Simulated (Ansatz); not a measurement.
# How WS2 (Tungstenite) absorbs and reflects light

Wanted: where WS2 (Tungstenite) starts to absorb, how strongly, and its refractive index. The cell comes from an older database entry, whose edges can differ from later determinations, mostly by under a per cent.

Program: Ansatz 0.2.0. Level of theory: DFT, PBE, plane-wave PAW, default files, scalar-relativistic, independent-particle optical response without local fields. Results are calculated unless marked as measured.

The database entry behind the starting cell differs from later determinations by our own check (an axis about 1.4 % long against later determinations), so it need not match the best structure at ambient conditions.

## 1. Starting point

Symmetry: P6_3/mmc, No. 194, hexagonal system. The conventional cell has a = 3.180 Å, b = 3.180 Å, c = 12.500 Å, α = 90.00°, β = 90.00°, γ = 120.00°. Nearest to W lie 6 S at 2.41 Å. Nearest to S lie 3 W at 2.41 Å. Farther neighbours and most contacts between anions are not listed.

Structure file:

```cif
data_structure
_symmetry_space_group_name_H-M 'P 1'
_symmetry_Int_Tables_number 1
_cell_length_a 3.1800
_cell_length_b 3.1800
_cell_length_c 12.5000
_cell_angle_alpha 90.000
_cell_angle_beta 90.000
_cell_angle_gamma 120.000
_cell_volume 109.47
loop_
_atom_site_label
_atom_site_type_symbol
_atom_site_fract_x
_atom_site_fract_y
_atom_site_fract_z
_atom_site_occupancy
W1 W 0.66667 0.33333 0.75000 1
W2 W 0.33333 0.66667 0.25000 1
S3 S 0.66667 0.33333 0.37500 1
S4 S 0.33333 0.66667 0.87500 1
S5 S 0.66667 0.33333 0.12500 1
S6 S 0.33333 0.66667 0.62500 1
```

## 2. Ground state and bands

First the ground state: is it a metal or has it a gap?

This step: DFT, PBE, plane-wave PAW, default files, scalar-relativistic, ground state (Ansatz 0.2.0).

Input file input.yaml:

```yaml
crystal:
  lattice:
    - [3.18, 0.0, 0.0]
    - [-1.59, 2.753960784, 0.0]
    - [0.0, 0.0, 12.5]
  atoms:
    - { symbol: W, position: [0.6666666667, 0.3333333333, 0.75] }
    - { symbol: W, position: [0.3333333333, 0.6666666667, 0.25] }
    - { symbol: S, position: [0.6666666667, 0.3333333333, 0.375] }
    - { symbol: S, position: [0.3333333333, 0.6666666667, 0.875] }
    - { symbol: S, position: [0.6666666667, 0.3333333333, 0.125] }
    - { symbol: S, position: [0.3333333333, 0.6666666667, 0.625] }
kpoints:
  mp_grid: { grid: [9, 9, 2] }
  band_path:
    path:
      - [[0.0, 0.0, 0.0], [0.5, 0.0, 0.0], [0.33333333, 0.33333333, 0.0], [0.0, 0.0, 0.0], [0.0, 0.0, 0.5], [0.5, 0.0, 0.5], [0.33333333, 0.33333333, 0.5], [0.0, 0.0, 0.5]]
      - [[0.5, 0.0, 0.5], [0.5, 0.0, 0.0]]
      - [[0.33333333, 0.33333333, 0.0], [0.33333333, 0.33333333, 0.5]]
    npoints: 5
scf:
  occupations: { method: fermi_dirac, width: 0.05 }
  n_extra_bands: 10
hamiltonian:
  xc: pbe
  pseudopotentials: { kind: paw }
output:
  forces: true
  stress: true
  populations: true
  write_bands: true
```

Command:

```sh
$ ansatz run input.yaml --threads 4 --pin off --max-ram 8192MiB --backend cpu --events-out ev --progress --plain --runs-dir out
```

Numbers of over 12 decimals in the logs are rounded to 6 here.

The program printed:

```text
scf.n_extra_bands = 10 over 26 filled bands (N_el = 52.0): the run solves 36 bands
Engine: ansatz 0.2.0, aarch64-unknown-linux-gnu
Pseudopotentials: kind: paw
Pseudopotential: W, paw, valence charge 14, recommended cutoff 420 eV (normal), W.paw.azcp
Pseudopotential: S, paw, valence charge 6, recommended cutoff 420 eV (normal), S.paw.azcp
Functional definition: PBE
  parameter kappa = 0.804
  parameter beta = 0.066725
  exchange = pbe_x(kappa = kappa, mu = beta*pi^2/3)
  correlation = pbe_c(beta = beta)
Crystal: 6 atoms, lattice volume = 109.470 Å³
Basis set: ecut = 420 eV, 2129 PW (Γ), exchange–correlation on 48×48×180 points (8 copies of the dense FFT grid, shifted against one another)
Bands: 36, of which v1, the nominal top of the filled ones, is band 26 counted from 1 (25 counted from 0)
Symmetry: 24 space group operations
Space group: P63/mmc (ITA 194), of the structure as read, at distance tolerance 4.8e-5 Å
k-points: 24 of 162
Non-local potential: W, projectors of the file, l = 0: 3, l = 1: 2, l = 2: 2, l = 3: 1
Non-local potential: S, projectors of the file, l = 0: 2, l = 1: 2, l = 2: 2
PAW form: soft (Blöchl's): semilocal exchange-correlation on the pseudo side does not see the compensation charge
PAW one-centre angular grid: W, 590 points (default); XC on 64 Gauss nodes
PAW one-centre angular grid: S, 110 points (default); XC on 64 Gauss nodes
Initial density: superposition of atomic densities (neutral atoms: chi_scale 0, normalization atom), corrected by the library's trained network
Initial wavefunctions: pseudopotential atomic-orbital guess
Functional: x = pbe(κ = 0.804, μ = 0.219515), c = pbe(β = 0.066725)
SCF iter   1: F=—  HF=-24382.790427 eV  |F-HF|=—  |Δ(HF+E_count)|=         —  Δρ=5.06e-3  dr2=1.48e-2  ethr=1.77e-3  ⟨swp⟩=6.6  Hψ=4095  notcnv=0  defer=2
preconditioner: auto → Resta (q_TF=auto, 2.410 Å⁻¹)  ε∞=6.1  [insulator: Δε(μ)=1.137 eV  Ē_g=9.419 eV  σ=0.050 eV  W_gap=1.00  n_scr=26 (ndim 8)  ℏωp=21.3 eV  f_vac=0.025  D(μ)=0.00/eV (n_scr^D=0)  ε∞_Penn≈6.1]
SCF iter   2: F=—  HF=-24382.795052 eV  |F-HF|=—  |Δ(HF+E_count)|=   4.63e-3  Δρ=2.70e-3  dr2=2.02e-3  ethr=2.84e-5  ⟨swp⟩=2.2  Hψ=1373  notcnv=0  defer=23
SCF iter   3: F=—  HF=-24382.798856 eV  |F-HF|=—  |Δ(HF+E_count)|=   3.80e-3  Δρ=1.13e-3  dr2=4.08e-4  ethr=3.89e-6  ⟨swp⟩=2.3  Hψ=1172  notcnv=0  defer=23
SCF iter   4: F=—  HF=-24382.799705 eV  |F-HF|=—  |Δ(HF+E_count)|=   8.49e-4  Δρ=6.74e-5  dr2=8.58e-6  ethr=7.85e-7  ⟨swp⟩=2.0  Hψ=1195  notcnv=0  defer=23
SCF iter   5: F=—  HF=-24382.799723 eV  |F-HF|=—  |Δ(HF+E_count)|=   1.76e-5  Δρ=1.80e-5  dr2=4.98e-7  ethr=1.65e-8  ⟨swp⟩=2.0  Hψ=1155  notcnv=0  defer=23
SCF iter   6: F=-24382.799723 eV  HF=-24382.799723 eV  |F-HF|=2.51e-9  |Δ(HF+E_count)|=   6.65e-8  Δρ=6.31e-6  dr2=5.66e-8  ethr=1.92e-10  ⟨swp⟩=10.0  Hψ=3949  notcnv=0
SCF 1 converged in 6 iterations: F = -24382.799723 eV  dr2 = 5.66e-8
  greatest PAW one-centre occupation: 1.000 electrons in one spin orbital (limit 2), on the W atom at site 1 (counted from 0), in its partial waves of l = 0
NSCF: frozen V_eff on 48 k-points
SCF converged after 6 iterations
Free energy (F): -24382.799723 eV
Harris-Foulkes:  -24382.799723 eV  (|F-HF|=2.51e-9)
Internal energy: -24382.799722 eV  (E = F + TS)
E sigma→0 (E₀):  -24382.799723 eV
Entropy (-TS):   -0.000001 eV (-0.000 meV/atom)
Fermi energy:    11.766269 eV
--- Per-component energies (eV) ---
  E_band       = -396.017944
  E_kinetic    = 1332.611832
  E_local      = -3640.458381  (includes V_loc(G=0)·N_el)
  E_nonlocal   = 114.706415
  E_hartree    = 1448.740887
  E_xc         = -924.383290
  E_vxc        = -830.174494  (∫ρ·V_xc dr)
  E_paw        = -19526.253950  (= ΣΔE_a)
  E_vpaw       = -270.180121  (= ΣTr[D̂ρ^β])
  E_aug_tail   = -0.000119  (compensation charges beyond the density's cutoff)
  E_ewald      = -3187.763116
  E_smearing   = -0.000001  (= −TS)
  E_closure    = 0.000000  (closes the sum)
  Σ components = -24382.799723   (vs F -24382.799723, Δ=0.00e0)
--- Forces (eV/Å), atoms counted from 1 ---
  atom   1  W      0.00000000    -0.00000000     0.00000000
  atom   2  W      0.00000000     0.00000000    -0.00000000
  atom   3  S      0.00000000    -0.00000000     0.12991485
  atom   4  S     -0.00000000     0.00000000     0.12991485
  atom   5  S      0.00000000    -0.00000000    -0.12991485
  atom   6  S     -0.00000000     0.00000000    -0.12991485
  max |Σ_I F_I| component: 1.39e-17 eV/Å
--- Stress (GPa, compression-positive) ---
        1.661708       0.000000       0.000000
        0.000000       1.661708       0.000000
        0.000000       0.000000       3.512371
  P = ⅓ Tr σ = 2.2786 GPa (22.786 kbar)
--- Band table (eV; the first three rows and the last of 24) ---
  k-point 0: bands = [... 22 lower, 8.9991, 9.6947, 10.1736, 11.2655, 13.5107, 13.5107, 13.5185, 13.5185, ... 6 higher]
  k-point 1: bands = [... 22 lower, 8.9779, 8.9779, 10.9617, 10.9617, 13.5075, 13.5075, 13.5075, 13.5075, ... 6 higher]
  k-point 2: bands = [... 22 lower, 9.0282, 9.8848, 10.1679, 10.8854, 13.2100, 13.3672, 13.4214, 13.4835, ... 6 higher]
  k-point 23: bands = [... 22 lower, 8.2313, 8.2313, 10.6059, 10.6059, 12.4365, 12.4365, 13.9181, 13.9181, ... 6 higher]
--- Löwdin populations: 6 sites ---
  site symbol       q [e]
     0      W     13.5341
     1      W     13.5341
     2      S      6.1152
     3      S      6.1152
     4      S      6.1152
     5      S      6.1152
  spilling = 0.009056 (of n_electrons = 52.000000)
```

Wall time 2.8 s (4 threads of Arm Neoverse V1, shared host); peak memory 0.45 GiB.

In the SCF lines HF is the Harris–Foulkes energy and dr2 the Hartree energy of the density residual, in eV; the loop may stop once dr2 is under the threshold and the program's other checks hold. Hψ counts applications of the Hamiltonian.

This step gave:

| Quantity | Value |
| --- | --- |
| free energy | -24382.7997 eV |
| Fermi energy | 11.77 eV |
| gap by band count | 1.143 eV |
| electrons | 52 |
| symmetry operations | 24 |
| pressure | 2.279 GPa |
| volume | 109.5 Å³ |
| gap on the path | 1.120 eV |
| least direct gap on the path | 1.739 eV |

There is a gap, 1.12 eV on the path, so no carriers' term is needed. The cell is left with a pressure of 2.3 GPa and forces up to 0.13 eV/Å, as it stands unrelaxed at this level.

The electronic bands at the labelled points (eV, zero at the Fermi level; v1 is the highest filled band, c1 the lowest empty one):

| point | v4 | v3 | v2 | v1 | c1 | c2 | c3 | c4 |
| --- | --- | --- | --- | --- | --- | --- | --- | --- |
| Γ | -2.77 | -2.07 | -1.59 | -0.50 | 1.74 | 1.74 | 1.75 | 1.75 |
| 0.40 of the way | -2.91 | -2.12 | -1.78 | -1.59 | 0.93 | 1.41 | 1.60 | 1.68 |
| M | -2.52 | -2.36 | -2.17 | -2.01 | 1.70 | 1.74 | 2.06 | 2.27 |
| 0.40 of the way | -3.39 | -3.10 | -1.79 | -1.58 | 1.48 | 1.58 | 2.20 | 2.39 |
| K | -3.41 | -3.41 | -1.24 | -1.07 | 0.67 | 0.67 | 1.69 | 2.76 |
| 0.40 of the way | -2.68 | -2.64 | -2.01 | -1.99 | 0.62 | 1.47 | 1.78 | 1.80 |
| Γ | -2.77 | -2.07 | -1.59 | -0.50 | 1.74 | 1.74 | 1.75 | 1.75 |
| 0.40 of the way | -2.77 | -2.45 | -1.30 | -0.55 | 1.74 | 1.74 | 1.75 | 1.75 |
| A | -2.79 | -2.79 | -0.81 | -0.81 | 1.74 | 1.74 | 1.74 | 1.74 |
| 0.40 of the way | -2.65 | -2.65 | -1.62 | -1.62 | 1.27 | 1.27 | 1.50 | 1.50 |
| L | -2.44 | -2.44 | -2.08 | -2.08 | 1.72 | 1.72 | 2.18 | 2.18 |
| 0.40 of the way | -3.28 | -3.28 | -1.67 | -1.67 | 1.53 | 1.53 | 2.27 | 2.27 |
| H | -3.54 | -3.54 | -1.16 | -1.16 | 0.67 | 0.67 | 2.15 | 2.15 |
| 0.60 of the way | -2.42 | -2.42 | -1.78 | -1.78 | 1.01 | 1.01 | 1.53 | 1.53 |
| A | -2.79 | -2.79 | -0.81 | -0.81 | 1.74 | 1.74 | 1.74 | 1.74 |
| jump to L | -2.44 | -2.44 | -2.08 | -2.08 | 1.72 | 1.72 | 2.18 | 2.18 |
| 0.40 of the way | -2.48 | -2.39 | -2.13 | -2.03 | 1.71 | 1.73 | 2.12 | 2.24 |
| M | -2.52 | -2.36 | -2.17 | -2.01 | 1.70 | 1.74 | 2.06 | 2.27 |
| jump to K | -3.41 | -3.41 | -1.24 | -1.07 | 0.67 | 0.67 | 1.69 | 2.76 |
| 0.60 of the way | -3.48 | -3.48 | -1.21 | -1.11 | 0.67 | 0.67 | 1.87 | 2.48 |
| H | -3.54 | -3.54 | -1.16 | -1.16 | 0.67 | 0.67 | 2.15 | 2.15 |

## 3. Spectrum

The spectrum is a sum over vertical transitions between filled and empty bands at the fixed density, so many empty bands are needed.

This step: DFT, PBE, plane-wave PAW, default files, scalar-relativistic, independent-particle optical response without local fields (Ansatz 0.2.0).

input.yaml, the sections that differ from step 2:

```yaml
kpoints:
  mp_grid: { grid: [9, 9, 2] }
scf:
  occupations: { method: fixed }
output:
  optics:
    e_range: [0, 14]
    de: 0.05
    sigma: 0.1
    nscf_kmesh: { grid: [9, 9, 2] }
    bands: { spectra_wanted_up_to: 14 }
# crystal, hamiltonian: as in step 2
```

The program printed:

```text
[...]
Crystal: 6 atoms, lattice volume = 109.470 Å³
Basis set: ecut = 420 eV, 2129 PW (Γ)
Bands: 32, of which v1, the nominal top of the filled ones, is band 26 counted from 1 (25 counted from 0)
Symmetry: 24 space group operations
[...]
k-points: 24 of 162
[...]
SCF iter   1: F=—  HF=-24382.790500 eV  |F-HF|=—  |Δ(HF+E_count)|=         —  Δρ=5.09e-3  dr2=1.61e-2  ethr=1.77e-3  ⟨swp⟩=5.0  Hψ=3078  notcnv=0  defer=71
[...]
SCF iter   9: F=-24382.799755 eV  HF=-24382.799755 eV  |F-HF|=1.09e-11  |Δ(HF+E_count)|=  4.37e-11  Δρ=3.10e-8  dr2=1.21e-12  ethr=1.00e-12  ⟨swp⟩=8.8  Hψ=2876  notcnv=0
SCF 1 converged in 9 iterations: F = -24382.799755 eV  dr2 = 1.21e-12
[...]
NSCF: frozen V_eff on 24 k-points
[...]
output.optics: what the bands over the 66 summed would add to eps1, eps2 and the energy-loss function is held between a lower and an upper bound (7 Lanczos steps). eps1, eps2 and their loss function (loss_summed_bands) are given on every row as the summed bands alone make them. Along an axis, on a row where the two bounds hold the loss function to about 1 % of the greater of itself and 0.5 % of |1/eps|, its cell (loss_completed) is given, with the completed eps1 and eps2 that it is formed of (a cell that is left empty reads nan in the table and null in the record). The two bounds hold it so along every axis on all 281 rows up to 14.000 eV. [rest of the remark cut]
SCF converged after 9 iterations
Free energy (F): -24382.799755 eV
[...]
Internal energy: -24382.799755 eV  (E = F + TS)
E sigma→0 (E₀):  -24382.799755 eV
Fermi energy:    11.265513 eV
[...]
--- Band table (eV; the first three rows and the last of 24) ---
  k-point 0: bands = [... 22 lower, 8.9991, 9.6946, 10.1736, 11.2655, 13.5106, 13.5106, 13.5185, 13.5185, ... 2 higher]
  k-point 1: bands = [... 22 lower, 8.9779, 8.9779, 10.9617, 10.9617, 13.5075, 13.5075, 13.5075, 13.5075, ... 2 higher]
  k-point 2: bands = [... 22 lower, 9.0281, 9.8848, 10.1679, 10.8854, 13.2099, 13.3671, 13.4213, 13.4834, ... 2 higher]
  k-point 23: bands = [... 22 lower, 8.2313, 8.2313, 10.6059, 10.6059, 12.4365, 12.4365, 13.9181, 13.9181, ... 2 higher]
```

Elapsed: 57 s, on 4 threads; peak memory 1.1 GiB.

Numbers from this step:

- electronic dielectric constant ε∞, mean over x, y and z (by symmetry where fewer were run): 12.57
- absorption onset, first axis (α over 10⁴ cm⁻¹, or the direct gap if that lies higher): 1.739 eV
- main peak of Im epsilon, first axis: 2.733 eV
- photocurrent from vertical transitions in a film 500 nm thick on a perfect mirror (two passes), AM1.5G, no front reflection, all carriers collected: 21.36 mA/cm²
- least direct gap on the mesh: 1.739 eV
- bands summed: 66
- spectra valid up to: 19.45 eV
- program's estimate of the k-sum error in Im epsilon: 0.06 %
- electrons in the f-sum: 42.39

The Im ε by photon energy; read off at these points:

| photon energy (eV) | E ∥ x or y | E ∥ z |
| --- | --- | --- |
| 1.500 | 5.4e-4 | 0 |
| 1.750 | 1.73 | 1.9e-4 |
| 2.000 | 6.93 | 0.00365 |
| 2.250 | 6.84 | 0.0191 |
| 2.500 | 14.1 | 0.623 |
| 2.750 | 23.4 | 2.71 |
| 3.000 | 20.4 | 4.20 |
| 3.250 | 19.1 | 4.33 |
| 3.500 | 17.1 | 3.84 |
| 3.750 | 14.1 | 3.98 |
| 4.000 | 9.41 | 3.57 |
| 4.250 | 13.4 | 4.30 |
| 4.500 | 15.5 | 7.20 |
| 4.600 | 16.6 | 6.21 |
| 4.750 | 15.3 | 6.75 |
| 5.000 | 13.3 | 10.4 |
| 5.250 | 11.4 | 11.7 |
| 5.500 | 10.5 | 13.5 |
| 5.750 | 10.1 | 13.2 |
| 6.000 | 10.8 | 20.0 |
| 6.100 | 10.3 | 21.1 |
| 6.250 | 9.63 | 19.5 |
| 6.500 | 8.94 | 11.5 |
| 6.750 | 8.50 | 8.32 |
| 7.000 | 6.91 | 6.86 |
| 7.250 | 6.40 | 6.62 |
| 7.500 | 5.89 | 6.05 |
| 7.750 | 5.15 | 6.59 |
| 8.000 | 4.07 | 7.80 |
| 8.250 | 4.34 | 8.28 |
| 8.500 | 4.80 | 10.4 |
| 8.750 | 4.19 | 12.4 |
| 8.800 | 4.04 | 12.6 |
| 9.000 | 3.81 | 12.3 |
| 9.250 | 3.81 | 9.86 |
| 9.500 | 4.56 | 7.93 |
| 9.750 | 4.86 | 9.25 |
| 10.000 | 4.38 | 7.98 |
| 10.250 | 3.93 | 5.88 |
| 10.500 | 3.78 | 5.29 |
| 10.750 | 4.10 | 4.92 |
| 11.000 | 4.19 | 4.17 |
| 11.250 | 5.37 | 4.01 |
| 11.500 | 4.53 | 3.78 |
| 11.750 | 3.73 | 3.33 |
| 12.000 | 2.99 | 2.74 |
| 12.250 | 3.08 | 2.47 |
| 12.500 | 2.97 | 2.10 |
| 12.750 | 2.95 | 1.99 |
| 13.000 | 2.70 | 1.76 |
| 13.250 | 2.58 | 1.73 |
| 13.500 | 2.26 | 1.65 |
| 13.750 | 2.18 | 1.75 |
| 14.000 | 2.36 | 2.22 |

The Re ε by photon energy:

| photon energy (eV) | E ∥ x or y | E ∥ z |
| --- | --- | --- |
| 0.0 | 14.4 | 8.84 |
| 0.5 | 14.7 | 8.90 |
| 1.0 | 15.8 | 9.12 |
| 1.5 | 18.5 | 9.54 |
| 2.0 | 21.4 | 10.3 |
| 2.5 | 26.4 | 12.9 |
| 3.0 | 10.7 | 12.1 |
| 3.5 | 4.80 | 10.6 |
| 4.0 | 5.45 | 11.3 |
| 4.5 | 5.50 | 12.3 |
| 5.0 | -0.511 | 13.3 |
| 5.5 | -0.453 | 9.82 |
| 6.0 | -0.662 | 8.20 |
| 6.5 | -2.25 | -4.16 |
| 7.0 | -3.00 | -0.334 |
| 7.5 | -2.31 | 1.97 |
| 8.0 | -1.99 | 3.33 |
| 8.5 | -1.04 | 3.71 |
| 9.0 | -0.714 | -0.925 |
| 9.5 | 0.0781 | -2.52 |
| 10.0 | -1.03 | -5.07 |
| 10.5 | -0.564 | -3.85 |
| 11.0 | -0.0287 | -3.68 |
| 11.5 | -2.11 | -3.51 |
| 12.0 | -1.98 | -3.24 |
| 12.5 | -1.67 | -2.76 |
| 13.0 | -1.56 | -2.13 |
| 13.5 | -1.74 | -1.50 |
| 14.0 | -1.61 | -0.966 |

[end of part 1 of 2]

[Logs are printed without paths, hosts, clocks, repeated set-up lines and the standing remarks that a program may print on its own settings, such as how far it seeks lower states.]

[Hosts, paths, dates, database ids (printed as entryN), source tags and the programs' standing remarks are cut or masked in the printed files.]
